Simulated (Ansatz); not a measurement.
# Photoemission of Si(111) with OH on 50 % of the top atoms and H on the rest, part 4 of 4

What would XPS and angle-resolved spectra of Si(111) with OH on 50 % of the top atoms and H on the rest look like?

Ansatz 0.2.0; DFT, PBE, plane-wave PAW, default files, scalar-relativistic.

So far. Step 3 (Bands by layer): The largest force component on a free atom is 0.002 eV/Å, so the atoms are at rest for these settings too.

## Step 4: Core holes

XPS shifts tell sites apart. Each chosen atom gets a core hole in a self-consistent pass of its own.

input.yaml reads:

```yaml
crystal:
  lattice:
    - [7.6791796437, 0.0, 0.0]
    - [3.8395898218, 6.6503646517, 0.0]
    - [0.0, 0.0, 24.6337769138]
  atoms:
    - { symbol: H, position: [0.0851488147, 0.0138316145, 0.7191007899] }
    - { symbol: H, position: [0.5851488147, 0.0138316145, 0.7191007899] }
    - { symbol: O, position: [-0.0116136615, -0.0094789493, 0.6997978632] }
    - { symbol: O_h, position: [0.4883863385, -0.0094789493, 0.6997978632] }
    - { symbol: H, position: [0.0011056138, 0.4978066855, 0.6917620396] }
    - { symbol: H, position: [0.5011056138, 0.4978066855, 0.6917620396] }
    - { symbol: Si_h, position: [-0.000562578, -0.0025607089, 0.6315037534] }
    - { symbol: Si, position: [0.499437422, -0.0025607089, 0.6315037534] }
    - { symbol: Si, position: [0.0011790059, 0.4980799479, 0.6307137553] }
    - { symbol: Si_h, position: [0.5011790059, 0.4980799479, 0.6307137553] }
    - { symbol: Si_h, position: [0.834629961, 0.3311513503, 0.5994344329] }
    - { symbol: Si, position: [0.334629961, 0.3311513503, 0.5994344329] }
    - { symbol: Si, position: [0.8328377323, 0.8316463319, 0.5995000425] }
    - { symbol: Si, position: [0.3328377323, 0.8316463319, 0.5995000425] }
    - { symbol: Si, position: [0.8337085119, 0.3329487865, 0.5035346077] }
    - { symbol: Si, position: [0.3337085119, 0.3329487865, 0.5035346077] }
    - { symbol: Si, position: [0.8331060703, 0.8338766253, 0.5034557355] }
    - { symbol: Si, position: [0.3331060703, 0.8338766253, 0.5034557355] }
    - { symbol: Si_h, position: [0.1666850843, 0.1669368371, 0.4710287065] }
    - { symbol: Si, position: [0.6666850843, 0.1669368371, 0.4710287065] }
    - { symbol: Si, position: [0.1667717749, 0.6665887413, 0.4711273826] }
    - { symbol: Si, position: [0.6667717749, 0.6665887413, 0.4711273826] }
    - { symbol: Si, position: [0.166666667, 0.166666667, 0.375247085] }
    - { symbol: Si, position: [0.666666667, 0.166666667, 0.375247085] }
    - { symbol: Si, position: [0.166666667, 0.666666667, 0.375247085] }
    - { symbol: Si, position: [0.666666667, 0.666666667, 0.375247085] }
    - { symbol: Si, position: [0.0, 0.0, 0.343430893] }
    - { symbol: Si, position: [0.5, 0.0, 0.343430893] }
    - { symbol: Si, position: [0.0, 0.5, 0.343430893] }
    - { symbol: Si, position: [0.5, 0.5, 0.343430893] }
    - { symbol: H, position: [0.0, 0.0, 0.284162677] }
    - { symbol: H, position: [0.5, 0.0, 0.284162677] }
    - { symbol: H, position: [0.0, 0.5, 0.284162677] }
    - { symbol: H, position: [0.5, 0.5, 0.284162677] }
kpoints:
  mp_grid: { grid: [3, 3, 1] }
scf:
  occupations: { method: fermi_dirac, width: 0.02 }
  n_extra_bands: 24
hamiltonian:
  xc: pbe
  pseudopotentials: { kind: paw }
output:
  forces: true
  write_potential: true
  volumetric_format: []
  core_levels:
    shells: { O_h: "1s", Si_h: "2p" }
    counted_from: conduction_bottom
    add_spin: always
efield:
  axis: 3
  dipole_correction: true
```

The run is started by

```console
ansatz run input.yaml --threads 4 --pin off --max-ram 11264MiB --backend cpu --events-out ev --progress --plain --runs-dir out
```

Numbers of over 12 decimals in the logs are rounded to 6 here.

The log of the run:

```text
[...]
Crystal: 34 atoms, lattice volume = 1258.031 Å³
Basis set: ecut = 420 eV, 24545 PW (Γ), exchange–correlation on 108×108×360 points (8 copies of the dense FFT grid, shifted against one another)
Bands: 82, of which v1, the nominal top of the filled ones, is band 58 counted from 1 (57 counted from 0)
Symmetry: 1 space group operations
[...]
k-points: 5 of 9 (time reversal used)
[...]
SCF iter   1: F=—  HF=-16521.445518 eV  |F-HF|=—  |Δ(HF+E_count)|=         —  Δρ=2.02e-3  dr2=4.71e-1  ethr=1.77e-3  p=-0.052 e·Å  D=-7.49e-3 V/Å  ΔV_dip=0.18 eV  dr2_dipole=2.03e-2  V_vac-E_F(+/−)=3.84/3.66 eV  ⟨swp⟩=8.4  Hψ=2333  notcnv=0  defer=23
[...]
SCF iter   9: F=-16521.380416 eV  HF=-16521.380416 eV  |F-HF|=5.28e-10  |Δ(HF+E_count)|=   8.13e-8  Δρ=8.26e-7  dr2=1.60e-8  ethr=8.62e-11  p=0.026 e·Å  D=3.68e-3 V/Å  ΔV_dip=-0.09 eV  dr2_dipole=2.49e-10  V_vac-E_F(+/−)=4.00/4.10 eV  ⟨swp⟩=26.2  Hψ=4182  notcnv=0
SCF 1 converged in 9 iterations: F = -16521.380416 eV  dr2 = 1.60e-8
[...]
── core hole 1/5: 1s of O_h 3 ──
── 1s of O_h 3: 531.663 eV over the cell without the hole, in 19 iterations ──
── core hole 2/5: 2p of Si_h 6 ──
── 2p of Si_h 6: 100.584 eV over the cell without the hole, in 16 iterations ──
── core hole 3/5: 2p of Si_h 9 ──
── 2p of Si_h 9: 100.051 eV over the cell without the hole, in 14 iterations ──
── core hole 4/5: 2p of Si_h 10 ──
── 2p of Si_h 10: 99.865 eV over the cell without the hole, in 17 iterations ──
── core hole 5/5: 2p of Si_h 18 ──
── 2p of Si_h 18: 99.906 eV over the cell without the hole, in 15 iterations ──
SCF converged after 9 iterations
Free energy (F): -16521.380416 eV
[...]
Internal energy: -16521.380416 eV  (E = F + TS)
E sigma→0 (E₀):  -16521.380416 eV
Fermi energy:    0.290950 eV
Dipole field:    D = 0.003684 V/Å  (p = 0.025609 e·Å, saw-weighted, corrected)
Work function:   Φ+ = 4.0049 eV   Φ− = 4.0956 eV
[...]
--- Forces (eV/Å), atoms counted from 1 ---
  atom   1  H        0.00051146     0.00074932     0.00246543
  atom   2  H        0.00051962     0.00075089     0.00246949
  atom   3  O       -0.00118402     0.00016842    -0.00039234
  atom   4  O_h     -0.00119343     0.00016659    -0.00039302
  atom   5  H       -0.00073590     0.00029165     0.00024952
  atom   6  H       -0.00073596     0.00029164     0.00024945
  atom   7  Si_h     0.00111012     0.00042720     0.00063286
  atom   8  Si       0.00111110     0.00042750     0.00063080
  atom   9  Si       0.00040236    -0.00101308    -0.00060652
  atom  10  Si_h     0.00040218    -0.00101320    -0.00060659
  atom  11  Si_h    -0.00042375     0.00062033    -0.00196932
  atom  12  Si      -0.00042349     0.00062012    -0.00196962
  atom  13  Si      -0.00075960    -0.00053092     0.00065029
  atom  14  Si      -0.00075925    -0.00053110     0.00065051
  atom  15  Si      -0.00059620     0.00038808     0.00116625
  atom  16  Si      -0.00059601     0.00038842     0.00116648
  atom  17  Si      -0.00048612    -0.00029935    -0.00172943
  atom  18  Si      -0.00048653    -0.00029936    -0.00172950
  atom  19  Si_h    -0.00010655     0.00148627    -0.00003167
  atom  20  Si      -0.00010629     0.00148637    -0.00003165
  atom  21  Si       0.00027276    -0.00229225    -0.00062456
  atom  22  Si       0.00027274    -0.00229235    -0.00062436
  atom  23  Si       0.00168272    -0.00510771    -0.08275515
  atom  24  Si       0.00168284    -0.00510768    -0.08275512
  atom  25  Si       0.00015876     0.00465485    -0.06717896
  atom  26  Si       0.00015873     0.00465484    -0.06717897
  atom  27  Si      -0.00053587    -0.00154253     0.84948068
  atom  28  Si      -0.00053590    -0.00154259     0.84948065
  atom  29  Si       0.00005533     0.00147398     0.85215219
  atom  30  Si       0.00005528     0.00147400     0.85215220
  atom  31  H        0.00039706     0.00019560    -0.77607583
  atom  32  H        0.00039709     0.00019559    -0.77607596
  atom  33  H        0.00024185     0.00033366    -0.77543867
  atom  34  H        0.00024188     0.00033369    -0.77543861
  max |Σ_I F_I| component: 9.08e-6 eV/Å
--- Band table (eV; the first three rows and the last of 5) ---
  k-point 0: bands = [... 54 lower, -0.6887, -0.6574, -0.2557, -0.2312, 0.8228, 0.8320, 0.8379, 1.3052, ... 20 higher]
  k-point 1: bands = [... 54 lower, -1.5579, -1.2956, -1.1647, -0.6495, 0.9516, 1.5363, 1.6476, 1.7502, ... 20 higher]
  k-point 2: bands = [... 54 lower, -1.5737, -1.2473, -1.1543, -0.6350, 0.9731, 1.5820, 1.5926, 1.7419, ... 20 higher]
  k-point 4: bands = [... 54 lower, -1.9003, -1.5651, -1.4687, -1.4093, 1.8948, 1.9319, 2.2943, 2.3499, ... 20 higher]
--- Core levels from the conduction bottom, as differences alone (as output.core_levels.counted_from types it; a hole's nearest image at 7.7 Å) ---
  the holes have spin, as output.core_levels.add_spin types it
  atom         alike  shell      binding/eV   shift/eV difference/eV images/eV   SCF
  O_h 3            1     1s               –     +0.000       531.663         –    19
  Si_h 6           1     2p               –     +0.000       100.584         –    16
  Si_h 9           1     2p               –     -0.532       100.051         –    14
  Si_h 10          1     2p               –     -0.719        99.865         –    17
  Si_h 18          1     2p               –     -0.678        99.906         –    15
  the dataset of O_h with a 1s hole: scattering error 0.001 eV (0.001 eV in the local channel); free atom: scalar-relativistic, large and small components
  the dataset of Si_h with a 2p hole: scattering error 0.000 eV (0.000 eV in the local channel); free atom: scalar-relativistic, large and small components
  the two lines of Si_h's 2p: 2p1/2 +0.408 eV and 2p3/2 -0.204 eV off its levels, 1 : 2 in strength
```

Run time: 5 min. Hardware: 4 threads of Arm Neoverse V2, shared host; peak memory 2.9 GiB.

Numbers from this step:

```yaml
symmetry_operations: 1
```

Each level is the free energy with the hole less that without it. The electron stays in the lowest empty state, so these are excitation energies, not binding energies. The hole's nearest image is 7.7 Å away.

```csv
atom,region,shell,level (eV),shift (eV),j lines (eV),doubts
O4,adsorbate,1s,531.66,-,-,-
Si7,layer 1,2p,100.58,+0.68,100.99 / 100.38,-
Si10,layer 1,2p,100.05,+0.15,100.46 / 99.85,-
Si11,layer 2,2p,99.86,-0.04,100.27 / 99.66,-
Si19,middle,2p,99.91,+0.00,100.31 / 99.70,-
```

Levels of p, d and f shells are means over their two j lines, weighted by degeneracy; the splitting comes from the atom's own solve. Shifts count from the last listed atom of each element. With the electron kept in the cell, its attraction to the hole differs by site and enters these shifts.

The Si 2p lines of the listed atoms alone (other atoms of the cell aren't counted), as Gaussians 0.3 eV wide, no depth weighting. Table of intensity by Si 2p level; read off at these points:

| Si 2p level (eV) | intensity (%) |
| --- | --- |
| 99.10 | 0.00315 |
| 99.20 | 0.0779 |
| 99.30 | 1.02 |
| 99.40 | 7.54 |
| 99.50 | 30.6 |
| 99.60 | 71.0 |
| 99.70 | 98.9 |
| 99.72 | 100.0 |
| 99.80 | 89.2 |
| 99.90 | 56.0 |
| 100.00 | 26.9 |
| 100.10 | 22.9 |
| 100.20 | 48.8 |
| 100.30 | 81.7 |
| 100.35 | 88.8 |
| 100.40 | 85.5 |
| 100.50 | 55.7 |
| 100.60 | 22.5 |
| 100.70 | 6.83 |
| 100.80 | 7.25 |
| 100.90 | 15.5 |
| 100.99 | 20.0 |
| 101.00 | 20.0 |
| 101.10 | 14.0 |
| 101.20 | 5.29 |
| 101.30 | 1.08 |
| 101.40 | 0.120 |
| 101.50 | 0.00721 |

## Step 5: Outcome

- ionisation potential: 4.53 eV (upper face; lower face 4.62 eV)
- electron affinity (Kohn–Sham): 3.47 eV (slab's lowest empty level against the upper vacuum)
- Si core shifts among the listed atoms, from the last listed one: -0.04 to +0.68 eV

**Reading.** The valence top of Si(111) with OH on 50 % of the top atoms and H on the rest lies 4.53 eV (upper face; lower face 4.62 eV) below the vacuum and the lowest empty level 3.47 eV below the vacuum of the upper face. Only the strongest levels a point were stored, too few to count surface states. The upper face's value lies 0.09 eV below that of the hydrogen-covered lower face; the difference is the dipole step of the groups. Core shifts: Si -0.04 to +0.68 eV. Among the sites run, the most bound Si 2p level is that of Si7 (layer 1), bonded to 3 Si and 1 O; the least bound, 0.72 eV shallower, that of Si11 (layer 2), bonded to 4 Si. That is the order that electronegative neighbours give as a rule, though screening of the hole enters too. These are excitation energies with the electron kept in the cell, so its attraction to the hole, which differs by site, enters the order. At 21.2 eV the valence spectrum has its highest listed peaks within 10.8 eV at 1.6 eV (O 2p), 2.9 eV (O 2p), 4.1 eV (O 2p), 8.0 eV (O 2p) and 9.1 eV (O 2p). At 1486.7 eV the valence spectrum has its highest listed peaks within 13 eV at 1.7 eV (Si 3p), 2.9 eV (Si 3p), 3.8 eV (mixed, Si 3p leading), 6.5 eV (Si 3s) and 9.4 eV (Si 3s). The shell named is the one with most of the intensity, cross sections included, not always the one with most states there. In the main run, from 1486.7 eV towards hard X-rays the Si 3s share grows by 22 points, as its cross section falls more slowly with photon energy than those of the shells it gains on. The spectra rest on a 3×3×1 mesh, so closely spaced maxima can be ripples of the mesh. The slab's own atoms span 7.1 Å, so bulk bands appear as a few quantum-well levels, and states of the two faces can mix. The affinity uses the Kohn–Sham gap, which is too small, so the true affinity is lower and the true ionisation potential usually higher.

[Logs are printed without paths, hosts, clocks, repeated set-up lines and the standing remarks that a program may print on its own settings, such as how far it seeks lower states.]

[Hosts, paths, dates, database ids (printed as entryN), source tags and the programs' standing remarks are cut or masked in the printed files.]

[Maps of the electrostatic potential energy from Ansatz leave out the sawtooth potential of an applied field or a dipole correction, so their vacuum need not be flat; work functions include it.]
